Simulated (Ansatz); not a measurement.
# Li2Sc (built on the sites of a database entry of ScCu2): phonons and vibrational spectra

Aim: the phonons of Li2Sc (built on the sites of a database entry of ScCu2) at a cell relaxed beforehand at this level. After the zone centre comes a 2×2×2 q mesh on a 20×20×20 k mesh.

Calculated with Ansatz 0.2.0; DFT PBEsol, scalar-relativistic, plane waves, PAW.

The structure was built from a prototype and need not be the compound's stable phase.

## (1) The structure

It takes space group I4/mmm (No. 139, tetragonal). Conventional cell: a = 3.408 Å, b = 3.408 Å, c = 10.284 Å, α = 90.00°, β = 90.00°, γ = 90.00°. Sc has 10 Li at 3.06 to 3.25 Å and 4 Sc at 3.41 Å nearest. Li has 4 Li at 2.77 Å and 5 Sc at 3.06 to 3.25 Å nearest. Farther neighbours are not listed.

## (2) Zone-centre response

The cell comes from relaxations at this level that are not shown. The zone centre comes first: it holds the modes that light can see, as far as symmetry allows. No field response is asked, since the mesh shows no gap.

The input, input.yaml:

```yaml
crystal:
  lattice:
    - [-1.704116303, 1.704116303, 5.1417769787]
    - [1.704116303, -1.704116303, 5.1417769787]
    - [1.704116303, 1.704116303, -5.1417769787]
  atoms:
    - { symbol: Sc, position: [0.0, 0.0, 0.0] }
    - { symbol: Li, position: [0.6838919087, 0.6838919087, 0.0] }
    - { symbol: Li, position: [0.3161080913, 0.3161080913, 0.0] }
kpoints:
  mp_grid: { grid: [20, 20, 20] }
hamiltonian:
  xc: pbesol
scf:
  occupations: { method: methfessel_paxton, width: 0.2 }
output:
  eigenvalues: true
phonons:
  method: dfpt
```

Command:

```console
$ ansatz run input.yaml --threads 8 --pin off --max-ram 14336MiB --backend cpu --events-out ev --progress --plain --runs-dir out
```

Numbers of over 12 decimals in the logs are rounded to 6 here.

The log of the run:

```text
zone centre: on kpoints.mp_grid the ground state, and the responses unless they are solved on pairs of k-points, stand on 1166 of the mesh's 8000 k-points, reduced under 4 symmetry operations, with k and −k counted as one. Each operation leaves every solved displacement unchanged or reverses it
Engine: ansatz 0.2.0, aarch64-unknown-linux-gnu
Pseudopotentials: kind: paw
Pseudopotential: Sc, paw, valence charge 11, recommended cutoff 420 eV (normal), Sc.paw.azcp
Pseudopotential: Li, paw, valence charge 3, recommended cutoff 420 eV (normal), Li.paw.azcp
Functional definition: PBEsol
  exchange = pbesol_x
  correlation = pbesol_c
Crystal: 3 atoms, lattice volume = 59.727 Å³
Basis set: ecut = 420 eV, 1177 PW (Γ), exchange–correlation on 80×80×80 points (8 copies of the dense FFT grid, shifted against one another)
Bands: 13, of which v1, the nominal top of the filled ones, is band 9 counted from 1 (8 counted from 0)
Symmetry: 16 space group operations
k-points: 1166 of 8000 (irreducible under 4 space group operations, time reversal used)
Non-local potential: Sc, projectors of the file, l = 0: 3, l = 1: 2, l = 2: 3, l = 3: 1
Non-local potential: Li, projectors of the file, l = 0: 3, l = 1: 2, l = 2: 1
PAW form: soft (Blöchl's): semilocal exchange-correlation on the pseudo side does not see the compensation charge
PAW frozen core: Sc, regenerated for the run's functional, and the local potential with it (the file was generated under x = pbe(κ = 0.804, μ = 0.219515), c = pbe(β = 0.066725))
PAW one-centre angular grid: Sc, 590 points (default); XC on 64 Gauss nodes
PAW one-centre angular grid: Li, 110 points (default); XC on 64 Gauss nodes
Initial density: superposition of atomic densities (neutral atoms: chi_scale 0, normalization atom), corrected by the library's trained network
Initial wavefunctions: pseudopotential atomic-orbital guess
Functional: x = pbesol(κ = 0.804, μ = 0.123457), c = pbesol(β = 0.046)
SCF iter   1: F=—  HF=-2516.799939 eV  |F-HF|=—  |Δ(HF+E_count)|=         —  Δρ=4.53e-3  dr2=2.24e-2  ethr=1.77e-3  ⟨swp⟩=3.8  Hψ=62527  notcnv=0
preconditioner: auto → Kerker (q_TF=auto, 2.213 Å⁻¹)  [metal: Δε(μ)=0.001 eV  Ē_g=2.666 eV  σ=0.200 eV  W_gap=0.00  n_scr=10 (ndim 8)  ℏωp=10.7 eV  f_vac=0.000  D(μ)=2.32/eV (n_scr^D=24)]
SCF iter   2: F=—  HF=-2516.795098 eV  |F-HF|=—  |Δ(HF+E_count)|=   4.84e-3  S|Δr|=    0.00e0  Δρ=1.23e-3  dr2=8.44e-4  ethr=1.32e-4  ⟨swp⟩=1.0  Hψ=24486  notcnv=0
SCF iter   3: F=—  HF=-2516.794828 eV  |F-HF|=—  |Δ(HF+E_count)|=   2.70e-4  S|Δr|=    0.00e0  Δρ=5.70e-4  dr2=2.57e-4  ethr=4.96e-6  ⟨swp⟩=2.2  Hψ=19222  notcnv=0
SCF iter   4: F=—  HF=-2516.794778 eV  |F-HF|=—  |Δ(HF+E_count)|=   5.00e-5  S|Δr|=    0.00e0  Δρ=1.41e-4  dr2=2.13e-5  ethr=1.51e-6  ⟨swp⟩=2.1  Hψ=23953  notcnv=0
SCF iter   5: F=—  HF=-2516.794772 eV  |F-HF|=—  |Δ(HF+E_count)|=   5.63e-6  S|Δr|=    0.00e0  Δρ=2.11e-5  dr2=3.06e-7  ethr=1.25e-7  ⟨swp⟩=2.0  Hψ=17217  notcnv=0
SCF iter   6: F=—  HF=-2516.794774 eV  |F-HF|=—  |Δ(HF+E_count)|=   1.79e-6  S|Δr|=    0.00e0  Δρ=6.54e-6  dr2=2.78e-8  ethr=1.80e-9  ⟨swp⟩=2.0  Hψ=17699  notcnv=0
SCF iter   7: F=—  HF=-2516.794774 eV  |F-HF|=—  |Δ(HF+E_count)|=   1.18e-9  S|Δr|=    0.00e0  Δρ=1.34e-6  dr2=2.09e-9  ethr=1.64e-10  ⟨swp⟩=2.9  Hψ=27893  notcnv=0
SCF iter   8: F=—  HF=-2516.794774 eV  |F-HF|=—  |Δ(HF+E_count)|=  1.41e-10  S|Δr|=    0.00e0  Δρ=2.91e-7  dr2=9.59e-11  ethr=1.23e-11  ⟨swp⟩=1.7  Hψ=16199  notcnv=0
SCF iter   9: F=-2516.794774 eV  HF=-2516.794774 eV  |F-HF|=4.09e-12  |Δ(HF+E_count)|=  1.00e-11  S|Δr|=    0.00e0  Δρ=7.99e-8  dr2=6.21e-12  ethr=1.00e-12  ⟨swp⟩=4.5  Hψ=52516  notcnv=0
SCF 1 converged in 9 iterations: F = -2516.794774 eV  dr2 = 6.21e-12
  greatest PAW one-centre occupation: 1.000 electrons in one spin orbital (limit 2), on the Li atom at site 2 (counted from 0), in its partial waves of l = 0
DFPT response loops at Γ: preconditioner auto → Kerker (q_TF=auto, 2.213 Å⁻¹) (partly filled bands, converged f_vac=0.000); β = 1.00, the filter's whole step (`scf.mixing.beta` (0.50) is not read by the response loops under this deck's `scf.mixing.preconditioner`; to damp them name `kerker` or `kerker_dos`, under which they read `scf.mixing.beta`, and type it under 1.00, their step now; both keys bind the ground state too); Broyden in place of MSR1
SCF converged after 9 iterations
Stability not checked: this state was not tested for a lower state beside it, because cold or Methfessel-Paxton smearing, or corrected tetrahedra, fill the levels in a way that the test cannot read (fill_not_monotonic; see scf.lower_state_search)
Free energy (F): -2516.794774 eV
Harris-Foulkes:  -2516.794774 eV  (|F-HF|=4.09e-12)
Internal energy: -2516.800467 eV  (E = F + TS)
E sigma→0 (E₀):  -2516.796197 eV
Entropy (-TS):   0.005693 eV (1.898 meV/atom)
Fermi energy:    4.649688 eV
--- Per-component energies (eV) ---
  E_band       = -379.687361
  E_kinetic    = 302.140624
  E_local      = -1279.385284  (includes V_loc(G=0)·N_el)
  E_nonlocal   = 18.320353
  E_hartree    = 435.777214
  E_xc         = -122.547533
  E_vxc        = -153.384484  (∫ρ·V_xc dr)
  E_paw        = -971.141053  (= ΣΔE_a)
  E_vpaw       = -138.933110  (= ΣTr[D̂ρ^β])
  E_aug_tail   = 0.000031  (compensation charges beyond the density's cutoff)
  E_ewald      = -900.093843
  E_core_change = 0.129025  (= ΣΔE_core)
  E_smearing   = 0.005693  (= −TS)
  E_closure    = -0.000000  (closes the sum)
  Σ components = -2516.794774   (vs F -2516.794774, Δ=0.00e0)
--- Band table (eV; the first three rows and the last of 1166) ---
  k-point 0: bands = [... 5 lower, -23.8987, 0.2574, 3.6834, 4.7136, 5.2029, 6.3700, 6.3700, 7.2046]
  k-point 1: bands = [... 5 lower, -23.9016, 0.3193, 3.7302, 4.7393, 5.1653, 6.3038, 6.4433, 7.1437]
  k-point 2: bands = [... 5 lower, -23.9101, 0.5029, 3.8668, 4.8169, 5.0809, 6.1131, 6.6337, 6.9620]
  k-point 1165: bands = [... 5 lower, -23.8987, 0.9558, 2.1525, 4.6735, 5.3738, 6.5602, 6.5602, 7.2072]
--- Phonons (Γ-DFPT): 4 representative perturbations + reference, on 1166 of 8000 k-points (Σ response iterations 12) ---
  k mesh reduced under 4 symmetry operations, with k and −k counted as one. Each operation leaves every solved displacement unchanged or reverses it
  ASR residual: 1.185e-4 → 0.000e0 eV/Å²; symmetrization residual: 4.801e-7 eV/Å²
  ASR residual per site (eV/Å²): 1.18e-4 8.24e-6 8.24e-6
  Γ frequencies (cm⁻¹): 0.00 0.00 0.00 234.23 234.23 242.27 327.23 373.64 373.64
  non-analytic LO–TO correction: not included (Born effective charges unavailable; polar crystals: no LO–TO splitting at Γ)
```

Wall time 2.4 min (8 threads of Arm Neoverse N1, shared host); peak memory 3.1 GiB.

In the SCF lines HF is the Harris–Foulkes energy and dr2 the Hartree energy of the density residual, in eV; the loop may stop once dr2 is under the threshold and the program's other checks hold. Hψ counts applications of the Hamiltonian.

Numbers from this step:

```
volume per atom                                         : 19.91 Å³
gap on the k-mesh                                       : 0 eV
sum-rule residual before enforcement                    : 1.18e-4 eV/Å²
point group                                             : 4/mmm
highest optical mode at the zone centre (no LO-TO term) : 373.6 cm⁻¹
lowest optical zone-centre mode                         : 234.2 cm⁻¹
```

Patterns of degenerate modes are one choice out of their space. Modes at Γ, with each element's share of the kinetic energy:

```csv
mode,frequency (cm⁻¹),symmetry,Sc %,Li %
1,0.0,acoustic,76,24
2,0.0,acoustic,76,24
3,0.0,acoustic,76,24
4,234.2,Eu,24,76
5,234.2,Eu,24,76
6,242.3,A2u,24,76
7,327.2,A1g,0,100
8,373.6,Eg,0,100
9,373.6,Eg,0,100
```

Displacements in mode 4 (234.2 cm⁻¹), the largest set to 1:
```
Sc1  0.00 -0.31  0.00
Li2  0.00  1.00  0.00
Li3  0.00  1.00  0.00
```

Displacements in mode 9 (373.6 cm⁻¹), the largest set to 1:
```
Sc1  0.00  0.00  0.00
Li2 -0.18  1.00  0.00
Li3  0.18 -1.00  0.00
```

Before it was imposed, the acoustic sum rule was missed by 1.2e-4 eV/Å². Small misses are needed for a sound result but don't prove that mesh and cutoff are converged. The lowest optical mode is real, 234 cm⁻¹.

[end of part 1 of 2]

[Logs are printed without paths, hosts, clocks, repeated set-up lines and the standing remarks that a program may print on its own settings, such as how far it seeks lower states.]

[Hosts, paths, dates, database ids (printed as entryN), source tags and the programs' standing remarks are cut or masked in the printed files.]
